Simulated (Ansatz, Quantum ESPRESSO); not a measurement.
# Screening and band shifts of Ti2CO2 MXene, 1 layer, part 2 of 6

Aim: how Ti2CO2 MXene, 1 layer screens a field along its normal, and what the field does to its bands.

Quantum ESPRESSO 7.5; plane-wave DFT, LDA, GBRV ultrasoft pseudopotentials; geometry and cross-check by Ansatz 0.2.0 with PAW datasets.

So far: Set-up; Geometry from Ansatz.

## Step 3: SCF with pw.x: no field

The zero-field run is the reference. tefield and dipfield are on already, so that all runs share k-points and boundary.

Level of this step: plane-wave DFT, LDA, GBRV ultrasoft pseudopotentials (Quantum ESPRESSO 7.5).

Input file f0.in:

```
&control
  prefix = 'f0'
  outdir = './out'
  pseudo_dir = './pseudo'
  calculation = 'scf'
  tprnfor = .true.
  tefield = .true.
  dipfield = .true.
/
&system
  ibrav = 0
  nat = 5
  ntyp = 3
  ecutwfc = 40
  ecutrho = 200
  occupations = 'smearing'
  smearing = 'fd'
  degauss = 0.004
  edir = 3
  emaxpos = 0.97
  eopreg = 0.04
  eamp = 0.0
/
&electrons
  conv_thr = 1e-09
  mixing_beta = 0.4
  electron_maxstep = 120
  mixing_mode = 'plain'
/
ATOMIC_SPECIES
  O   15.9990  o_lda_v1.2.uspp.F.UPF
  Ti  47.8670  ti_lda_v1.4.uspp.F.UPF
  C   12.0110  c_lda_v1.2.uspp.F.UPF
CELL_PARAMETERS angstrom
  3.02910534492148 0.00000000000000 -0.00000000000000
  -1.51455267246074 2.62328217944123 -0.00000000000000
  -0.00000000000000 -0.00000000000000 21.64306022550000
ATOMIC_POSITIONS crystal
  O   0.333333333333 0.666666666667 0.397718944039
  Ti  0.666666666667 0.333333333333 0.439608950155
  C   -0.000000000000 -0.000000000000 0.499999988805
  Ti  0.333333333333 0.666666666667 0.560391051729
  O   0.666666666667 0.333333333333 0.602281065271
K_POINTS automatic
  12 12 1 0 0 0
```

Started as:

```console
> OMP_NUM_THREADS=1 mpirun -n 4 pw.x -nk 4 -in f0.in > f0.out
```

The program printed:

```text
Program PWSCF v.7.5 starts
[citation notice left out]

     Parallel version (MPI & OpenMP), running on       4 processor cores
     Number of MPI processes:                 4
     Threads/MPI process:                     1

     MPI processes distributed on     1 nodes
[...]
Current dimensions of program PWSCF are:
     Max number of different atomic species (ntypx) = 10
     Max number of k-points (npk) =  40000
     Max angular momentum in pseudopotentials (lmaxx) =  4
     Presently no symmetry can be used with electric field

     K-points division:     npool     =       4
     Subspace diagonalization in iterative solution of the eigenvalue problem:
     a serial algorithm will be used

     G-vector sticks info
     --------------------
     sticks:   dense  smooth     PW     G-vecs:    dense   smooth      PW
     Sum         451     361    121                55355    39801    8053

     Using Slab Decomposition

     bravais-lattice index     =            0
     lattice parameter (alat)  =       5.7242  a.u.
     unit-cell volume          =    1160.5789 (a.u.)^3
     number of atoms/cell      =            5
     number of atomic types    =            3
     number of electrons       =        40.00
     number of Kohn-Sham states=           24
     kinetic-energy cutoff     =      40.0000  Ry
     charge density cutoff     =     200.0000  Ry
     scf convergence threshold =      1.0E-09
     mixing beta               =       0.4000
     number of iterations used =            8  plain     mixing
     Exchange-correlation= SLA  PZ   NOGX NOGC
                           (   1   1   0   0   0   0   0)

     celldm(1)=   5.724180  celldm(2)=   0.000000  celldm(3)=   0.000000
     celldm(4)=   0.000000  celldm(5)=   0.000000  celldm(6)=   0.000000

     crystal axes: (cart. coord. in units of alat)
               a(1) = (   1.000000   0.000000  -0.000000 )
               a(2) = (  -0.500000   0.866025  -0.000000 )
               a(3) = (  -0.000000  -0.000000   7.145034 )

     reciprocal axes: (cart. coord. in units 2 pi/alat)
               b(1) = (  1.000000  0.577350  0.000000 )
               b(2) = (  0.000000  1.154701  0.000000 )
               b(3) = (  0.000000  0.000000  0.139957 )

     PseudoPot. # 1 for O  read from file:
     ./pseudo/o_lda_v1.2.uspp.F.UPF
     Pseudo is Ultrasoft + core correction, Zval =  6.0
     Generated by new atomic code, or converted to UPF format
     Using radial grid of  737 points,  5 beta functions with:
                l(1) =   0
                l(2) =   0
                l(3) =   1
                l(4) =   1
                l(5) =   2
     Q(r) pseudized with  8 coefficients,  rinner =    0.900   0.900   0.900
                                                       0.900   0.900

     PseudoPot. # 2 for Ti read from file:
     ./pseudo/ti_lda_v1.4.uspp.F.UPF
     Pseudo is Ultrasoft + core correction, Zval = 12.0
     Generated by new atomic code, or converted to UPF format
     Using radial grid of  851 points,  6 beta functions with:
                l(1) =   0
                l(2) =   0
                l(3) =   1
                l(4) =   1
                l(5) =   2
                l(6) =   2
     Q(r) pseudized with  6 coefficients,  rinner =    1.000   1.000   1.000
                                                       1.000   1.000

     PseudoPot. # 3 for C  read from file:
     ./pseudo/c_lda_v1.2.uspp.F.UPF
     Pseudo is Ultrasoft + core correction, Zval =  4.0
     Generated by new atomic code, or converted to UPF format
     Using radial grid of  721 points,  4 beta functions with:
                l(1) =   0
                l(2) =   0
                l(3) =   1
                l(4) =   1
     Q(r) pseudized with  8 coefficients,  rinner =    1.100   1.100   1.100

     atomic species   valence    mass     pseudopotential
     O                 6.00    15.99900     O ( 1.00)
     Ti               12.00    47.86700     Ti( 1.00)
     C                 4.00    12.01100     C ( 1.00)

     No symmetry found

   Cartesian axes

     site n.     atom                  positions (alat units)
         1        O      tau(   1) = (  -0.0000000   0.5773503   2.8417153  )
         2        Ti     tau(   2) = (   0.5000000   0.2886751   3.1410208  )
         3        C      tau(   3) = (   0.0000000  -0.0000000   3.5725168  )
         4        Ti     tau(   4) = (  -0.0000000   0.5773503   4.0040130  )
         5        O      tau(   5) = (   0.5000000   0.2886751   4.3033186  )

     number of k points=    74  Fermi-Dirac smearing, width (Ry)=  0.0040
                       cart. coord. in units 2pi/alat
        k(    1) = (   0.0000000   0.0000000   0.0000000), wk =   0.0138889
        k(    2) = (   0.0000000   0.0962250   0.0000000), wk =   0.0277778
        k(    3) = (   0.0000000   0.1924501   0.0000000), wk =   0.0277778
        k(    4) = (   0.0000000   0.2886751   0.0000000), wk =   0.0277778
        k(    5) = (   0.0000000   0.3849002   0.0000000), wk =   0.0277778
        k(    6) = (   0.0000000   0.4811252   0.0000000), wk =   0.0277778
        k(    7) = (   0.0000000  -0.5773503   0.0000000), wk =   0.0138889
        k(    8) = (   0.0833333   0.0481125   0.0000000), wk =   0.0277778
        k(    9) = (   0.0833333   0.1443376   0.0000000), wk =   0.0277778
        k(   10) = (   0.0833333   0.2405626   0.0000000), wk =   0.0277778
[...]
k(   74) = (  -0.5000000  -0.8660254   0.0000000), wk =   0.0138889

     Dense  grid:    55355 G-vectors     FFT dimensions: (  25,  25, 192)

     Smooth grid:    39801 G-vectors     FFT dimensions: (  24,  24, 180)

     Estimated max dynamical RAM per process >     120.08 MB

     Estimated total dynamical RAM >     439.79 MB

     Check: negative core charge=   -0.000003

     Initial potential from superposition of free atoms

     starting charge      37.9999, renormalised to      40.0000

     negative rho (up, down):  3.729E-03 0.000E+00

     Adding external electric field

     Computed dipole along edir(3) :
        Dipole                0.0000 Ry au,          0.0000 Debye
        Dipole field          0.0000 Ry au,

        Potential amp.       -0.0000 Ry
        Total length         39.2635 bohr

     Starting wfcs are   32 randomized atomic wfcs

     total cpu time spent up to now is        1.9 secs

     per-process dynamical memory:    76.0 Mb

     Self-consistent Calculation

     iteration #  1     ecut=    40.00 Ry     beta= 0.40
     Davidson diagonalization with overlap
[...]
total energy              =    -315.05867431 Ry
     estimated scf accuracy    <       0.00027961 Ry

     iteration #  7     ecut=    40.00 Ry     beta= 0.40
[...]
c_bands:  1 eigenvalues not converged
     c_bands:  1 eigenvalues not converged
     c_bands:  1 eigenvalues not converged
[...]
negative rho (up, down):  3.859E-03 0.000E+00

[...]
Dipole                0.0015 Ry au,          0.0039 Debye
[...]
total energy              =    -315.05903738 Ry
     estimated scf accuracy    <       0.00337500 Ry

     iteration #  8     ecut=    40.00 Ry     beta= 0.40
[...]
negative rho (up, down):  3.861E-03 0.000E+00

[...]
Dipole                0.0000 Ry au,          0.0000 Debye
[...]
total energy              =    -315.05889936 Ry
     estimated scf accuracy    <       0.00104357 Ry

     iteration #  9     ecut=    40.00 Ry     beta= 0.40
[...]
negative rho (up, down):  3.865E-03 0.000E+00

[...]
Dipole                0.0001 Ry au,          0.0002 Debye
[...]
total energy              =    -315.05902874 Ry
     estimated scf accuracy    <       0.00000730 Ry

     iteration # 10     ecut=    40.00 Ry     beta= 0.40
[...]
negative rho (up, down):  3.867E-03 0.000E+00

[...]
Dipole               -0.0001 Ry au,         -0.0003 Debye
[...]
total energy              =    -315.05902961 Ry
     estimated scf accuracy    <       0.00002648 Ry

     iteration # 11     ecut=    40.00 Ry     beta= 0.40
[...]
negative rho (up, down):  3.868E-03 0.000E+00

[...]
Dipole               -0.0001 Ry au,         -0.0002 Debye
[...]
total energy              =    -315.05902588 Ry
     estimated scf accuracy    <       0.00001820 Ry

     iteration # 12     ecut=    40.00 Ry     beta= 0.40
[...]
negative rho (up, down):  3.869E-03 0.000E+00

[...]
Dipole               -0.0000 Ry au,         -0.0000 Debye
[...]
total energy              =    -315.05902722 Ry
     estimated scf accuracy    <       0.00000149 Ry

     iteration # 13     ecut=    40.00 Ry     beta= 0.40
[...]
negative rho (up, down):  3.870E-03 0.000E+00

[...]
Dipole                0.0000 Ry au,          0.0000 Debye
[...]
total energy              =    -315.05902741 Ry
     estimated scf accuracy    <       0.00000007 Ry

     iteration # 14     ecut=    40.00 Ry     beta= 0.40
[...]
negative rho (up, down):  3.870E-03 0.000E+00

[...]
Dipole                0.0000 Ry au,          0.0000 Debye
[...]
total energy              =    -315.05902744 Ry
     estimated scf accuracy    <       0.00000003 Ry

     iteration # 15     ecut=    40.00 Ry     beta= 0.40
[...]
negative rho (up, down):  3.870E-03 0.000E+00

[...]
Dipole               -0.0000 Ry au,         -0.0000 Debye
[...]
total energy              =    -315.05902744 Ry
     estimated scf accuracy    <          3.6E-09 Ry

     iteration # 16     ecut=    40.00 Ry     beta= 0.40
[...]
negative rho (up, down):  3.871E-03 0.000E+00

[...]
Dipole                0.0000 Ry au,          0.0001 Debye
[...]
End of self-consistent calculation

          k = 0.0000 0.0000 0.0000 (  4919 PWs)   bands (ev):

   -57.7700 -57.7429 -34.4423 -34.2440 -34.1315 -34.1315 -34.1153 -34.1153
   -19.2183 -19.1308 -11.5289  -6.5662  -5.7246  -5.7246  -5.3752  -5.3752
    -5.1841  -1.7968  -0.6722  -0.6722  -0.0965  -0.0965   0.7168   0.7168

          k = 0.0000 0.0962 0.0000 (  4952 PWs)   bands (ev):

   -57.7654 -57.7391 -34.4324 -34.2500 -34.1577 -34.1489 -34.1399 -34.1207
   -19.1735 -19.0952 -11.4956  -6.4869  -5.8245  -5.6685  -5.5299  -5.3401
    -5.0033  -1.6793  -1.4291  -1.1589   0.1070   0.3730   0.6397   0.7602

          k = 0.0000 0.1925 0.0000 (  4960 PWs)   bands (ev):

   -57.7528 -57.7288 -34.4050 -34.2999 -34.2448 -34.1900 -34.1619 -34.1363
   -19.0570 -19.0017 -11.3817  -6.3359  -5.9149  -5.7758  -5.5222  -5.2523
    -4.6921  -2.5852  -1.7261  -1.6555  -0.0373   0.6000   0.9035   1.2007

          k = 0.0000 0.2887 0.0000 (  4964 PWs)   bands (ev):

   -57.7352 -57.7149 -34.4126 -34.3745 -34.3597 -34.1938 -34.1909 -34.1586
   -18.9128 -18.8834 -11.1584  -6.4096  -5.9179  -5.6321  -5.3481  -5.1532
    -4.6049  -3.5095  -2.1021  -2.0543  -0.1325   0.7182   1.0489   1.6391

          k = 0.0000 0.3849 0.0000 (  4982 PWs)   bands (ev):

   -57.7171 -57.7014 -34.5325 -34.4909 -34.3212 -34.2191 -34.1916 -34.1813
   -18.7862 -18.7767 -10.8199  -6.5718  -5.9609  -5.4002  -5.2271  -5.0718
    -4.9119  -3.7824  -2.4696  -2.2462  -0.2552   0.9523   1.0065   1.7168

          k = 0.0000 0.4811 0.0000 (  4978 PWs)   bands (ev):

   -57.7033 -57.6921 -34.6206 -34.5773 -34.2848 -34.2395 -34.1980 -34.1933
   -18.7077 -18.7035 -10.4446  -6.8563  -6.1914  -5.2798  -5.1919  -5.0120
    -4.7982  -4.0362  -2.5605  -2.2293  -0.3637   0.8932   1.2537   1.5559

[...]
the Fermi energy is    -0.5728 ev

!    total energy              =    -315.05902744 Ry
     estimated scf accuracy    <          9.0E-10 Ry
     smearing contrib. (-TS)   =      -0.00012108 Ry
     internal energy E=F+TS    =    -315.05890637 Ry

     The total energy is F=E-TS. E is the sum of the following terms:
     one-electron contribution =   -2719.85988300 Ry
     hartree contribution      =    1360.51404343 Ry
     xc contribution           =     -53.60991418 Ry
     ewald contribution        =    1097.89684738 Ry
     electric field correction =       0.00000000 Ry

     convergence has been achieved in  16 iterations

     negative rho (up, down):  3.871E-03 0.000E+00

     Forces acting on atoms (cartesian axes, Ry/au):

     atom    1 type  1   force =    -0.00000003    0.00000001    0.02603632
     atom    2 type  2   force =    -0.00000002   -0.00000002   -0.00288442
     atom    3 type  3   force =     0.00000001    0.00000003   -0.00000041
     atom    4 type  2   force =     0.00000003    0.00000003    0.00288739
     atom    5 type  1   force =     0.00000000   -0.00000005   -0.02603888

     Total force =     0.037048     Total SCF correction =     0.000171

[...]
=------------------------------------------------------------------------------=
   JOB DONE.
=------------------------------------------------------------------------------=
```

It took 62 s on 4 MPI ranks of Arm Neoverse V2, shared host; peak memory 0.51 GiB; 4.1 min of CPU time.

This step gave:

- free energy: -4286.5964 eV
- energy at zero smearing: -4286.5956 eV
- Fermi energy: -0.5728 eV
- dipole along the normal: 2.08e-5 e·Å
- valence top, on the run's zero: -0.6722 eV
- conduction bottom, on the run's zero: -0.3989 eV
- gap by band count: 0.2732 eV

The run needed 16 iterations to bring the estimated error under 1e-09 Ry; the largest force on any atom, held or free, is 0.67 eV/Å.

## Step 4: Electrostatic potential

The vacuum level is read from the electrostatic potential (plot_num = 11), averaged over planes.

Input file f0.pot.in:

```
&inputpp
  prefix = 'f0'
  outdir = './out'
  filplot = 'f0.pot.dat'
  plot_num = 11
/
```

Started as:

```console
> OMP_NUM_THREADS=1 mpirun -n 4 pp.x -in f0.pot.in > f0.pot.out
```

Elapsed: 0.88 s, on 4 MPI ranks; peak memory 0.09 GiB.

Numbers from this step:

```
slope of the potential above                                          : 7.37e-6 eV/Å
upper vacuum line continued to the top atoms, over the valence top    : 6.156 eV
slope of the potential below                                          : -6.01e-6 eV/Å
lower vacuum line continued to the bottom atoms, over the valence top : 6.156 eV
vacuum level at the upper face over the valence top of the mesh       : 6.156 eV
vacuum level at the lower face over the valence top of the mesh       : 6.156 eV
```

The vacuum is flat to 0.1 meV/Å, so its level is well defined. Inside the slab the curve depends on the local part of the pseudopotentials; only the vacuum level has a meaning of its own.

(Continued in part 3 of 6.)

[Logs are printed without paths, hosts, clocks, repeated set-up lines and the standing remarks that a program may print on its own settings, such as how far it seeks lower states.]

[Hosts, paths, dates, database ids (printed as entryN), source tags and the programs' standing remarks are cut or masked in the printed files.]

[Maps of the electrostatic potential energy from Ansatz leave out the sawtooth potential of an applied field or a dipole correction, so their vacuum need not be flat; planar profiles and work functions include it.]
